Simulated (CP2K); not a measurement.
Two runs for the N K edge of pyrrole. Run A: CP2K XAS_TDP, all-electron GAPW, PBEh(45%), aug-cc-pVDZ, TDA, no relativity. Run B differs in one setting.

First lines with a strength over 0.0015. A:

```
                    atom  energy (eV)  states  strength, one atom
N4 (bonded to 2 C and H)       398.24       1              0.0347
                               398.99       1              0.0146
                               401.67       1              0.0040
                               402.35       1              0.0033
                               402.65       1              0.0043
```

B:

```
                    atom  energy (eV)  states  strength, one atom
N4 (bonded to 2 C and H)       403.06       1              0.0343
                               403.81       1              0.0144
                               406.48       1              0.0039
                               407.17       1              0.0032
                               407.46       1              0.0042
```

**Question.** Which was it: the basis, GW2X switched on, scalar relativity switched on, the functional?

GW2X switched on. GW2X shifts an atom's lines together and keeps their spacings. Against PBEh(45%) in aug-cc-pVDZ, the leading line moves by +4.82 eV, to 403.06 eV.

[Banner, clock and machine lines of the logs are left out without a mark of their own.]

[Logs are printed without paths, hosts, clocks, repeated set-up lines and the standing remarks that a program may print on its own settings, such as how far it seeks lower states.]

[Hosts, paths, dates, database ids (printed as entryN), source tags and the programs' standing remarks are cut or masked in the printed files.]
